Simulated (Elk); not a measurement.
# AlFe: cost and accuracy of the functional, part 2 of 2

How far do the magnetic results of AlFe hang on the functional?

Elk 11.2.3 (patched build); several functionals; all-electron APW+lo, Dirac cores, scalar-relativistic bands.

So far, largest spin moment in the muffin-tin sphere (μB): step 2 (rung 1 (LDA (Perdew-Wang)), start ferro +) 0.710; step 4 (PBE) 0.772; step 6 (PBEsol) 0.766.

## Step 7: Set 3 (PBEsol), start antiferro q=(1/2,1/2,1/2) +-

Level of this step: PBEsol; all-electron APW+lo, Dirac cores, scalar-relativistic bands (Elk).

File elk.in:

```
tasks
  0

xctype
  22

rgkmax
  7.0

nempty
  12

swidth
  0.005

reducebf
  0.5

epsengy
  1e-05

maxscl
  100

lmaxi
  3

spinpol
  .true.

sppath
  './'

avec
  10.99820604532 0.00000000000 0.00000000000
  5.49910302266 5.49910302266 0.00000000000
  5.49910302266 0.00000000000 5.49910302266

atoms
  2
  'Al.in'
  2
  0.0000000000 0.0000000000 0.0000000000   0.000000 0.000000 0.000000
  0.5000000000 0.0000000000 0.0000000000   0.000000 0.000000 0.000000
  'Fe.in'
  2
  0.7500000000 0.5000000000 0.5000000000   0.000000 0.000000 -0.084000
  0.2500000000 0.5000000000 0.5000000000   0.000000 0.000000 0.084000

ngridk
  4 8 8
```

The run is started by

```
$ OMP_NUM_THREADS=2 elk
```

Numbers of over 12 decimals in the logs are rounded to 6 here.

The program printed:

```text
Info(gndstate): no moment of its own; a second start begins; STATE.OUT holds the state before
Info(gndstate): the second start gave no lower state; one of another order, or behind a
 stronger field, isn't excluded
Warning(gndstate): core states of species 1 leak from the muffin-tin :   0.4937343512E-03

--- INFO.OUT ---
┌─────────────────────────┐
│ Elk code version 11.2.3 │
└─────────────────────────┘

All units are atomic (Hartree, Bohr, etc.)

┌─────────────────────────────────────────────────┐
[...]
error                       :   0.1324335019E-02

Moments :
 interstitial                :   0.5659183795E-22
 muffin-tins
  species : 1 (Al)
   atom 1                    :   0.9147522462E-27
   atom 2                    :  -0.9147522462E-27
  species : 2 (Fe)
   atom 1                    :  -0.8289867998E-04
   atom 2                    :   0.8289867998E-04
 total in muffin-tins        :    0.000000000
 total moment                :   0.5659183795E-22

┌──────────────────────────────┐
│ Self-consistent loop stopped │
└──────────────────────────────┘

Warning : core states of species 1 leak from the muffin-tin :   0.4937343512E-03

Wrote STATE.OUT

[key lines of the parts left out:]
total energy                :     -3028.0213522477
```

Elapsed: 5.1 min, on 2 threads of Arm Neoverse V2, shared host; peak memory 0.27 GiB.

The moments died away, and this build then starts once more from a stronger push, within the same count of loops. That gave no lower state.

Numbers from this step:

| Property | Result |
| --- | --- |
| final state | non-magnetic |

This start lies +24.9 meV a seeded atom from the first, a change of -2.3 meV since set 2; its moments have collapsed.

## Step 8: Set 4 (revPBE), start ferro +

File elk.in:

```
tasks
  0

xctype
  21

rgkmax
  7.0

nempty
  12

swidth
  0.005

reducebf
  0.5

epsengy
  1e-05

maxscl
  100

lmaxi
  3

spinpol
  .true.

sppath
  './'

avec
  5.49910302266 0.00000000000 0.00000000000
  0.00000000000 5.49910302266 0.00000000000
  0.00000000000 0.00000000000 5.49910302266

atoms
  2
  'Al.in'
  1
  0.0000000000 0.0000000000 0.0000000000   0.000000 0.000000 0.000000
  'Fe.in'
  1
  0.5000000000 0.5000000000 0.5000000000   0.000000 0.000000 -0.084000

ngridk
  8 8 8
```

The run is started by

```
$ OMP_NUM_THREADS=2 elk
```

The program printed:

```text
Warning(gndstate): core states of species 1 leak from the muffin-tin :   0.4749302215E-03

--- INFO.OUT ---
┌─────────────────────────┐
│ Elk code version 11.2.3 │
└─────────────────────────┘

All units are atomic (Hartree, Bohr, etc.)

┌─────────────────────────────────────────────────┐
│ Ground-state run starting from atomic densities │
└─────────────────────────────────────────────────┘

Lattice vectors :
   5.499103023       0.000000000       0.000000000
   0.000000000       5.499103023       0.000000000
[...]
total calculated charge     :    38.99958267
 total charge                :    39.00000000
 error                       :   0.4173289784E-03

Moments :
 interstitial                :  -0.1819343216E-01
 muffin-tins
  species : 1 (Al)
   atom 1                    :  -0.3320544507E-01
  species : 2 (Fe)
   atom 1                    :   0.7834051609
 total in muffin-tins        :   0.7501997158
 total moment                :   0.7320062836

┌──────────────────────────────┐
│ Self-consistent loop stopped │
└──────────────────────────────┘

Warning : core states of species 1 leak from the muffin-tin :   0.4749302215E-03

Wrote STATE.OUT

[key lines of the parts left out:]
total energy                :     -1515.8506140194
```

Elapsed: 47 s, on 2 threads; peak memory 0.13 GiB.

Read from the output:

```
magnetization  : 0.7320 μB
final state    : ferromagnetic
largest moment : 0.7834 μB
```

The largest moment moves by +0.02 μB from set 3, at 1.1 times its CPU time.

## Step 9: Set 4 (revPBE), start antiferro q=(1/2,1/2,1/2) +-

File elk.in:

```
tasks
  0

xctype
  21

rgkmax
  7.0

nempty
  12

swidth
  0.005

reducebf
  0.5

epsengy
  1e-05

maxscl
  100

lmaxi
  3

spinpol
  .true.

sppath
  './'

avec
  10.99820604532 0.00000000000 0.00000000000
  5.49910302266 5.49910302266 0.00000000000
  5.49910302266 0.00000000000 5.49910302266

atoms
  2
  'Al.in'
  2
  0.0000000000 0.0000000000 0.0000000000   0.000000 0.000000 0.000000
  0.5000000000 0.0000000000 0.0000000000   0.000000 0.000000 0.000000
  'Fe.in'
  2
  0.7500000000 0.5000000000 0.5000000000   0.000000 0.000000 -0.084000
  0.2500000000 0.5000000000 0.5000000000   0.000000 0.000000 0.084000

ngridk
  4 8 8
```

The run is started by

```
$ OMP_NUM_THREADS=2 elk
```

The program printed:

```text
Info(gndstate): no moment of its own; a second start begins; STATE.OUT holds the state before
Info(gndstate): the second start gave no lower state; one of another order, or behind a
 stronger field, isn't excluded
Warning(gndstate): core states of species 1 leak from the muffin-tin :   0.4748838250E-03

--- INFO.OUT ---
┌─────────────────────────┐
│ Elk code version 11.2.3 │
└─────────────────────────┘

All units are atomic (Hartree, Bohr, etc.)

┌─────────────────────────────────────────────────┐
[...]
error                       :   0.1281267226E-02

Moments :
 interstitial                :  -0.8481782867E-22
 muffin-tins
  species : 1 (Al)
   atom 1                    :  -0.1206926044E-26
   atom 2                    :   0.1206926044E-26
  species : 2 (Fe)
   atom 1                    :   0.1022592821E-03
   atom 2                    :  -0.1022592821E-03
 total in muffin-tins        :    0.000000000
 total moment                :  -0.8481782867E-22

┌──────────────────────────────┐
│ Self-consistent loop stopped │
└──────────────────────────────┘

Warning : core states of species 1 leak from the muffin-tin :   0.4748838250E-03

Wrote STATE.OUT

[key lines of the parts left out:]
total energy                :     -3031.6990291059
```

Elapsed: 5.8 min, on 2 threads; peak memory 0.27 GiB.

The moments died away, and this build then starts once more from a stronger push, within the same count of loops. That gave no lower state.

This step gave:

```yaml
final_state: non-magnetic
```

This start lies +29.9 meV a seeded atom from the first, a change of +5.0 meV since set 3; its moments have collapsed.

## Step 10: Set 5 (Wu-Cohen GGA), start ferro +

File elk.in:

```
tasks
  0

xctype
  100 118 130

rgkmax
  7.0

nempty
  12

swidth
  0.005

reducebf
  0.5

epsengy
  1e-05

maxscl
  100

lmaxi
  3

spinpol
  .true.

sppath
  './'

avec
  5.49910302266 0.00000000000 0.00000000000
  0.00000000000 5.49910302266 0.00000000000
  0.00000000000 0.00000000000 5.49910302266

atoms
  2
  'Al.in'
  1
  0.0000000000 0.0000000000 0.0000000000   0.000000 0.000000 0.000000
  'Fe.in'
  1
  0.5000000000 0.5000000000 0.5000000000   0.000000 0.000000 -0.084000

ngridk
  8 8 8
```

The run is started by

```
$ OMP_NUM_THREADS=2 elk
```

The program printed:

```text
Warning(gndstate): core states of species 1 leak from the muffin-tin :   0.4904122735E-03

--- INFO.OUT ---
┌─────────────────────────┐
│ Elk code version 11.2.3 │
└─────────────────────────┘

All units are atomic (Hartree, Bohr, etc.)

┌─────────────────────────────────────────────────┐
│ Ground-state run starting from atomic densities │
└─────────────────────────────────────────────────┘

Lattice vectors :
   5.499103023       0.000000000       0.000000000
   0.000000000       5.499103023       0.000000000
[...]
total calculated charge     :    38.99956788
 total charge                :    39.00000000
 error                       :   0.4321151831E-03

Moments :
 interstitial                :  -0.1357895898E-01
 muffin-tins
  species : 1 (Al)
   atom 1                    :  -0.2979506458E-01
  species : 2 (Fe)
   atom 1                    :   0.7559731450
 total in muffin-tins        :   0.7261780805
 total moment                :   0.7125991215

┌──────────────────────────────┐
│ Self-consistent loop stopped │
└──────────────────────────────┘

Warning : core states of species 1 leak from the muffin-tin :   0.4904122735E-03

Wrote STATE.OUT

[key lines of the parts left out:]
total energy                :     -1515.0589097545
```

Wall time 46 s (2 threads); peak memory 0.13 GiB.

Numbers from this step:

```
magnetization  : 0.7126 μB
final state    : ferromagnetic
largest moment : 0.7560 μB
```

The largest moment moves by -0.03 μB from set 4, at 0.98 times its CPU time.

## Step 11: Set 5 (Wu-Cohen GGA), start antiferro q=(1/2,1/2,1/2) +-

File elk.in:

```
tasks
  0

xctype
  100 118 130

rgkmax
  7.0

nempty
  12

swidth
  0.005

reducebf
  0.5

epsengy
  1e-05

maxscl
  100

lmaxi
  3

spinpol
  .true.

sppath
  './'

avec
  10.99820604532 0.00000000000 0.00000000000
  5.49910302266 5.49910302266 0.00000000000
  5.49910302266 0.00000000000 5.49910302266

atoms
  2
  'Al.in'
  2
  0.0000000000 0.0000000000 0.0000000000   0.000000 0.000000 0.000000
  0.5000000000 0.0000000000 0.0000000000   0.000000 0.000000 0.000000
  'Fe.in'
  2
  0.7500000000 0.5000000000 0.5000000000   0.000000 0.000000 -0.084000
  0.2500000000 0.5000000000 0.5000000000   0.000000 0.000000 0.084000

ngridk
  4 8 8
```

The run is started by

```
$ OMP_NUM_THREADS=2 elk
```

The program printed:

```text
Info(gndstate): no moment of its own; a second start begins; STATE.OUT holds the state before
Info(gndstate): the second start gave no lower state; one of another order, or behind a
 stronger field, isn't excluded
Warning(gndstate): core states of species 1 leak from the muffin-tin :   0.4903636811E-03

--- INFO.OUT ---
┌─────────────────────────┐
│ Elk code version 11.2.3 │
└─────────────────────────┘

All units are atomic (Hartree, Bohr, etc.)

┌─────────────────────────────────────────────────┐
[...]
error                       :   0.1317545334E-02

Moments :
 interstitial                :  -0.8552156049E-22
 muffin-tins
  species : 1 (Al)
   atom 1                    :  -0.1193437585E-27
   atom 2                    :   0.1193437585E-27
  species : 2 (Fe)
   atom 1                    :   0.5420614772E-04
   atom 2                    :  -0.5420614772E-04
 total in muffin-tins        :    0.000000000
 total moment                :  -0.8552156049E-22

┌──────────────────────────────┐
│ Self-consistent loop stopped │
└──────────────────────────────┘

Warning : core states of species 1 leak from the muffin-tin :   0.4903636811E-03

Wrote STATE.OUT

[key lines of the parts left out:]
total energy                :     -3030.1160692208
```

It took 5.1 min on 2 threads; peak memory 0.27 GiB.

The moments died away, and this build then starts once more from a stronger push, within the same count of loops. That gave no lower state.

Read from the output:

```
final state : non-magnetic
```

This start lies +23.8 meV a seeded atom from the first, a change of -6.1 meV since set 4; its moments have collapsed.

## Step 12: Set 6 (AM05), start ferro +

File elk.in:

```
tasks
  0

xctype
  100 120 135

rgkmax
  7.0

nempty
  12

swidth
  0.005

reducebf
  0.5

epsengy
  1e-05

maxscl
  100

lmaxi
  3

spinpol
  .true.

sppath
  './'

avec
  5.49910302266 0.00000000000 0.00000000000
  0.00000000000 5.49910302266 0.00000000000
  0.00000000000 0.00000000000 5.49910302266

atoms
  2
  'Al.in'
  1
  0.0000000000 0.0000000000 0.0000000000   0.000000 0.000000 0.000000
  'Fe.in'
  1
  0.5000000000 0.5000000000 0.5000000000   0.000000 0.000000 -0.084000

ngridk
  8 8 8
```

The run is started by

```
$ OMP_NUM_THREADS=2 elk
```

The program printed:

```text
Warning(gndstate): core states of species 1 leak from the muffin-tin :   0.4989385908E-03

--- INFO.OUT ---
┌─────────────────────────┐
│ Elk code version 11.2.3 │
└─────────────────────────┘

All units are atomic (Hartree, Bohr, etc.)

┌─────────────────────────────────────────────────┐
│ Ground-state run starting from atomic densities │
└─────────────────────────────────────────────────┘

Lattice vectors :
   5.499103023       0.000000000       0.000000000
   0.000000000       5.499103023       0.000000000
[...]
total calculated charge     :    38.99955873
 total charge                :    39.00000000
 error                       :   0.4412661780E-03

Moments :
 interstitial                :  -0.1566516979E-01
 muffin-tins
  species : 1 (Al)
   atom 1                    :  -0.2840992370E-01
  species : 2 (Fe)
   atom 1                    :   0.7662559464
 total in muffin-tins        :   0.7378460227
 total moment                :   0.7221808529

┌──────────────────────────────┐
│ Self-consistent loop stopped │
└──────────────────────────────┘

Warning : core states of species 1 leak from the muffin-tin :   0.4989385908E-03

Wrote STATE.OUT

[key lines of the parts left out:]
total energy                :     -1512.7565200032
```

The job ended after 50 s (2 threads; peak memory 0.13 GiB).

This step gave:

```
magnetization  : 0.7222 μB
final state    : ferromagnetic
largest moment : 0.7663 μB
```

The largest moment moves by +0.01 μB from set 5, at 1.1 times its CPU time.

## Step 13: Set 6 (AM05), start antiferro q=(1/2,1/2,1/2) +-

File elk.in:

```
tasks
  0

xctype
  100 120 135

rgkmax
  7.0

nempty
  12

swidth
  0.005

reducebf
  0.5

epsengy
  1e-05

maxscl
  100

lmaxi
  3

spinpol
  .true.

sppath
  './'

avec
  10.99820604532 0.00000000000 0.00000000000
  5.49910302266 5.49910302266 0.00000000000
  5.49910302266 0.00000000000 5.49910302266

atoms
  2
  'Al.in'
  2
  0.0000000000 0.0000000000 0.0000000000   0.000000 0.000000 0.000000
  0.5000000000 0.0000000000 0.0000000000   0.000000 0.000000 0.000000
  'Fe.in'
  2
  0.7500000000 0.5000000000 0.5000000000   0.000000 0.000000 -0.084000
  0.2500000000 0.5000000000 0.5000000000   0.000000 0.000000 0.084000

ngridk
  4 8 8
```

The run is started by

```
$ OMP_NUM_THREADS=2 elk
```

The program printed:

```text
Info(gndstate): no moment of its own; a second start begins; STATE.OUT holds the state before
Info(gndstate): the second start gave no lower state; one of another order, or behind a
 stronger field, isn't excluded
Warning(gndstate): core states of species 1 leak from the muffin-tin :   0.4988840831E-03

--- INFO.OUT ---
┌─────────────────────────┐
│ Elk code version 11.2.3 │
└─────────────────────────┘

All units are atomic (Hartree, Bohr, etc.)

┌─────────────────────────────────────────────────┐
[...]
error                       :   0.1331255460E-02

Moments :
 interstitial                :   0.1635220585E-21
 muffin-tins
  species : 1 (Al)
   atom 1                    :  -0.1379270144E-27
   atom 2                    :   0.1379270144E-27
  species : 2 (Fe)
   atom 1                    :  -0.1166949981E-03
   atom 2                    :   0.1166949981E-03
 total in muffin-tins        :    0.000000000
 total moment                :   0.1635220585E-21

┌──────────────────────────────┐
│ Self-consistent loop stopped │
└──────────────────────────────┘

Warning : core states of species 1 leak from the muffin-tin :   0.4988840831E-03

Wrote STATE.OUT

[key lines of the parts left out:]
total energy                :     -3025.5112878669
```

Wall time 5.4 min (2 threads); peak memory 0.27 GiB; 10 min of CPU time.

The moments died away, and this build then starts once more from a stronger push, within the same count of loops. That gave no lower state.

This step gave:

```yaml
final_state: non-magnetic
```

This start lies +23.8 meV a seeded atom from the first, a change of +0.0 meV since set 5; its moments have collapsed.

## Step 14: Side by side

List, by row:

| set | functional | state from the first start | state from the second start | second less first (meV a seeded atom) | moment, first (μB) | moment, second (μB) | CPU time (s) |
| --- | --- | --- | --- | --- | --- | --- | --- |
| 1 | LDA (Perdew-Wang) | ferromagnetic | non-magnetic | 15.38 | 0.7104 | 0 | 320.1 |
| 2 | PBE | ferromagnetic | non-magnetic | 27.28 | 0.7717 | 2.67e-4 | 658.7 |
| 3 | PBEsol | ferromagnetic | non-magnetic | 24.93 | 0.7662 | 8.29e-5 | 662.2 |
| 4 | revPBE | ferromagnetic | non-magnetic | 29.92 | 0.7834 | 1.02e-4 | 750.1 |
| 5 | Wu-Cohen GGA | ferromagnetic | non-magnetic | 23.81 | 0.756 | 5.42e-5 | 668.5 |
| 6 | AM05 | ferromagnetic | non-magnetic | 23.84 | 0.7663 | 1.17e-4 | 709.3 |

## Step 15: Summary of results

| Item | Value |
| --- | --- |
| range of the moment in the table, first start | 0.710 to 0.783 μB |
| range of CPU time | 5.3 min to 13 min |
| range of the energy difference | 15.4 to 29.9 meV a seeded atom |

For the first start the functionals give moments from 0.710 to 0.783 μB and energy differences from 15.4 to 29.9 meV a seeded atom; all use the same cell, so differences in their own lattice constants don't enter. The first start ends lower on every set of the table. The second start loses its moments on every set, so the difference is that between moments and none.

[Logs and program files are shortened in this print: banners, set-up blocks, solver, clock and traceback lines can be left out without a mark of their own.]

[Logs are printed without paths, hosts, clocks, repeated set-up lines and the standing remarks that a program may print on its own settings, such as how far it seeks lower states.]

[Hosts, paths, dates, database ids (printed as entryN), source tags and the programs' standing remarks are cut or masked in the printed files.]

[Where a cell is said to come from a database of computed structures, the database is the Materials Project.]
